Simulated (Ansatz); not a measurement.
# Dielectric function and optical constants of Rh, part 2 of 2

Aim: the dielectric function of Rh, and the optical constants that follow from it. The cell comes from an older database entry, whose edges can differ from later determinations, mostly by under a per cent.

Ansatz 0.2.0; DFT, PBE, plane-wave PAW, default files, scalar-relativistic, independent-particle optical response without local fields.

So far. Step 2 (Ground state and bands): There are states at the Fermi level within the smearing, so the occupations stay smeared and the carriers get a Drude term. The cell is left with a pressure of 7.4 GPa, as it stands unrelaxed at this level.

The database entry behind the starting cell differs from later determinations by our own check (an axis about 0.2 % short against later determinations), so it need not match the best structure at ambient conditions.

## Step 3: Spectrum

The spectrum is a sum over vertical transitions between filled and empty bands at the fixed density, so many empty bands are needed.

This step: DFT, PBE, plane-wave PAW, default files, scalar-relativistic, independent-particle optical response without local fields (Ansatz 0.2.0).

Input file input.yaml:

```yaml
crystal:
  lattice:
    - [0.0, 1.89785, 1.89785]
    - [1.89785, 0.0, 1.89785]
    - [1.89785, 1.89785, 0.0]
  atoms:
    - { symbol: Rh, position: [0.0, 0.0, 0.0] }
kpoints:
  mp_grid: { grid: [13, 13, 13] }
scf:
  occupations: { method: fermi_dirac, width: 0.05 }
hamiltonian:
  xc: pbe
  pseudopotentials: { kind: paw }
output:
  optics:
    e_range: [0, 20]
    de: 0.05
    sigma: 0.1
    drude_damping: 0.05
    nscf_kmesh: { grid: [16, 16, 16] }
    bands: { spectra_wanted_up_to: 20 }
```

The run is started by

```sh
> ansatz run input.yaml --threads 4 --pin off --max-ram 8192MiB --backend cpu --events-out ev --progress --plain --runs-dir out
```

Numbers of over 12 decimals in the logs are rounded to 6 here.

The log of the run:

```text
[...]
Crystal: 1 atoms, lattice volume = 13.671 Å³
Basis set: ecut = 420 eV, 283 PW (Γ)
Bands: 13, of which v1, the nominal top of the filled ones, is band 9 counted from 1 (8 counted from 0)
Symmetry: 48 space group operations
[...]
k-points: 84 of 2197
[...]
SCF iter   1: F=—  HF=-6402.887382 eV  |F-HF|=—  |Δ(HF+E_count)|=         —  Δρ=3.12e-3  dr2=4.17e-4  ethr=1.77e-3  ⟨swp⟩=5.2  Hψ=6042  notcnv=0
[...]
SCF iter   8: F=-6402.887597 eV  HF=-6402.887597 eV  |F-HF|=9.09e-13  |Δ(HF+E_count)|=  1.82e-12  Δρ=6.07e-8  dr2=2.06e-13  ethr=1.00e-12  ⟨swp⟩=2.0  Hψ=2149  notcnv=0
SCF 1 converged in 8 iterations: F = -6402.887597 eV  dr2 = 2.06e-13
[...]
NSCF: frozen V_eff on 145 k-points
output.optics: what the bands over the 20 summed would add to eps1, eps2 and the energy-loss function is held between a lower and an upper bound (5 Lanczos steps). eps1, eps2 and their loss function (loss_summed_bands) are given on every row as the summed bands alone make them. Along an axis, on a row where the two bounds hold the loss function to about 1 % of the greater of itself and 0.5 % of |1/eps|, its cell (loss_completed) is given, with the completed eps1 and eps2 that it is formed of (a cell that is left empty reads nan in the table and null in the record). The two bounds hold it so along every axis on all 400 rows up to 20.000 eV. [rest of the remark cut]
SCF converged after 8 iterations
Free energy (F): -6402.887597 eV
[...]
Internal energy: -6402.875717 eV  (E = F + TS)
E sigma→0 (E₀):  -6402.881657 eV
Entropy (-TS):   -0.011881 eV (-11.881 meV/atom)
Fermi energy:    22.551514 eV
[...]
--- Band table (eV; the first three rows and the last of 84) ---
  k-point 0: bands = [... 5 lower, 19.4491, 19.4491, 19.4491, 21.5555, 21.5555, 38.3504, 43.7159, 43.7159]
  k-point 1: bands = [... 5 lower, 19.3460, 19.5412, 19.5412, 21.5056, 21.5056, 38.6884, 42.5695, 44.0633]
  k-point 2: bands = [... 5 lower, 19.1419, 19.7429, 19.7429, 21.4453, 21.4453, 39.4730, 40.4768, 45.0395]
  k-point 83: bands = [... 5 lower, 18.4217, 19.0036, 21.3904, 23.4573, 31.0059, 32.8872, 34.1994, 35.7029]
```

Elapsed: 7.8 s, on 4 threads of Arm Neoverse V2, shared host; peak memory 0.92 GiB.

This step gave:

```
centre of weight of the strongest loss peak in the window : 8.741 eV
Drude plasma energy, first axis                           : 10.11 eV
bands summed                                              : 20
spectra valid up to                                       : 35.98 eV
program's estimate of the k-sum error in Im epsilon       : 0.23 %
electrons in the f-sum                                    : 11.75
```

The Im ε, any direction by photon energy; read off at these points:

```
photon energy (eV)  Im ε, any direction
              0.50                  128
              1.00                 66.3
              1.50                 50.2
              2.00                 26.4
              2.50                 18.4
              3.00                 18.2
              3.50                 9.70
              4.00                 4.64
              4.50                 4.07
              5.00                 3.67
              5.50                 3.04
              6.00                 3.33
              6.50                 2.35
              7.00                 1.89
              7.50                 1.65
              8.00                 1.45
              8.50                 1.26
              9.00                 1.18
              9.50                 1.38
             10.00                 1.96
             10.50                 2.21
             11.00                 2.57
             11.50                 2.69
             12.00                 2.46
             12.50                 2.28
             13.00                 2.34
             13.50                 2.24
             14.00                 2.27
             14.50                 2.25
             15.00                 2.23
             15.50                 2.19
             16.00                 2.17
             16.50                 2.28
             17.00                 2.31
             17.50                 2.31
             18.00                 2.59
             18.50                 2.89
             18.75                 5.08
             19.00                 4.05
             19.50                 4.10
             20.00                 4.69
```

Re ε, any direction against photon energy:

photon energy (eV), Re ε, any direction and a bar from the least value:
```
      0.5       -378 
      1.0        -86 #######################
      1.5        -51 ##########################
      2.0        -39 ###########################
      2.5        -24 ############################
      3.0        -18 ############################
      3.5        -21 ############################
      4.0        -13 #############################
      4.5         -8 #############################
      5.0         -7 #############################
      5.5         -5 #############################
      6.0         -4 #############################
      6.5         -3 ##############################
      7.0         -2 ##############################
      7.5         -2 ##############################
      8.0         -1 ##############################
      8.5          0 ##############################
      9.0          0 ##############################
      9.5          1 ##############################
     10.0          1 ##############################
     10.5          1 ##############################
     11.0          2 ##############################
     11.5          1 ##############################
     12.0          1 ##############################
     12.5          1 ##############################
     13.0          1 ##############################
     13.5          1 ##############################
     14.0          1 ##############################
     14.5          1 ##############################
     15.0          1 ##############################
     15.5          1 ##############################
     16.0          2 ##############################
     16.5          2 ##############################
     17.0          2 ##############################
     17.5          2 ##############################
     18.0          2 ##############################
     18.5          3 ##############################
     19.0          1 ##############################
     19.5          1 ##############################
     20.0          0 ##############################
```

Reflectivity at normal incidence, any direction against photon energy; read off at these points:

```
photon energy (eV)  reflectivity at normal incidence, any direction (%)
              0.50                                                 96.8
              1.00                                                 88.4
              1.50                                                 83.7
              2.00                                                 84.6
              2.50                                                 79.4
              3.00                                                 74.4
              3.50                                                 84.0
              3.65                                                 85.4
              4.00                                                 83.6
              4.50                                                 76.3
              5.00                                                 73.0
              5.50                                                 66.1
              6.00                                                 61.0
              6.50                                                 61.4
              7.00                                                 55.6
              7.50                                                 47.1
              8.00                                                 37.2
              8.50                                                 24.7
              9.00                                                 11.5
              9.50                                                 7.24
             10.00                                                 10.4
             10.50                                                 12.0
             11.00                                                 14.0
             11.50                                                 16.4
             12.00                                                 15.2
             12.50                                                 13.2
             13.00                                                 13.5
             13.50                                                 12.8
             14.00                                                 12.9
             14.50                                                 12.7
             15.00                                                 12.5
             15.50                                                 12.1
             16.00                                                 11.7
             16.50                                                 12.3
             17.00                                                 12.4
             17.50                                                 12.2
             18.00                                                 13.6
             18.50                                                 15.4
             19.00                                                 22.8
             19.50                                                 22.9
             20.00                                                 28.4
```

Table of loss function −Im 1/ε at q → 0, any direction by energy loss; read off at these points:

energy loss (eV), loss function −Im 1/ε at q → 0, any direction and a bar:
```
      1.0      0.006 
      2.0      0.012 
      3.0      0.028 #
      4.0      0.026 #
      5.0      0.061 ##
      6.0      0.118 ####
      7.0      0.206 #######
      8.0      0.482 #################
      8.8      0.827 ##############################
      9.0      0.783 ############################
     10.0      0.323 ############
     11.0      0.283 ##########
     12.0      0.354 #############
     12.2      0.368 #############
     13.0      0.340 ############
     14.0      0.338 ############
     15.0      0.333 ############
     16.0      0.310 ###########
     17.0      0.293 ##########
     18.0      0.234 ########
     19.0      0.229 ########
     19.2      0.233 ########
     20.0      0.212 ########
```

The refractive index n and extinction k by photon energy:

```
photon energy (eV)      n      k
                 1   3.36   9.86
                 2   2.01   6.57
                 3   1.95   4.67
                 4  0.643   3.60
                 5  0.681   2.70
                 6  0.765   2.17
                 7  0.575   1.64
                 8  0.627   1.16
                 9  0.885  0.668
                10   1.41  0.697
                11   1.51  0.848
                12   1.34  0.919
                13   1.38  0.847
                14   1.39  0.818
                15   1.40  0.800
                16   1.44  0.753
                17   1.48  0.778
                18   1.65  0.786
                19   1.64   1.24
                20   1.59   1.48
```

At chosen wavelengths:

```
wavelength (nm)     n      k  R (%)     1/α
           1064  3.49  8.846   85.8  9.6 nm
            800  3.12  7.696   83.6  8.3 nm
            450  1.81  4.748   76.3  7.5 nm
            405  1.91  4.716   75.1  6.8 nm
            365  1.37  4.780   80.8  6.1 nm
            248  0.68  2.697   73.0  7.3 nm
            193  0.62  1.972   61.8  7.8 nm
```

A polished face would reflect 82 % of daylight and look near white (CIE x = 0.321, y = 0.337 under D65).

## Step 4: Summary of results

```json
{"gap on the path": "0 eV", "Drude plasma energy, first axis": "10.1 eV", "centre of weight of the strongest loss peak in the window, first axis": "8.74 eV"}
```

At this level (PBE, independent particles) Rh is a metal with a Drude plasma energy of 10.1 eV; it reflects 82 % at 550 nm. Along x the bare Drude plasma energy is 10.1 eV; Re ε first rises through zero at 8.74 eV. The strongest loss structure up to 20 eV has its centre of weight at 8.7 eV; a free-electron gas of the 11.7 electrons in the f-sum would put its plasmon at 34.4 eV. A polished face would reflect 82 % of daylight and look near white (CIE x = 0.321, y = 0.337 under D65). In the base run ε includes the program's bounded estimate of what the bands above those summed add. The carriers' damping of 0.05 eV is typed, not computed; at 0.8 eV the carriers give 14 % of Im ε along the first axis; the rest comes from the sum over bands, which at low energy also holds close bands and the noise of the mesh. The Fermi-Dirac width of 0.05 eV acts as an electron temperature of 580 K in the carriers' term.

[Logs are printed without paths, hosts, clocks, repeated set-up lines and the standing remarks that a program may print on its own settings, such as how far it seeks lower states.]

[Hosts, paths, dates, database ids (printed as entryN), source tags and the programs' standing remarks are cut or masked in the printed files.]
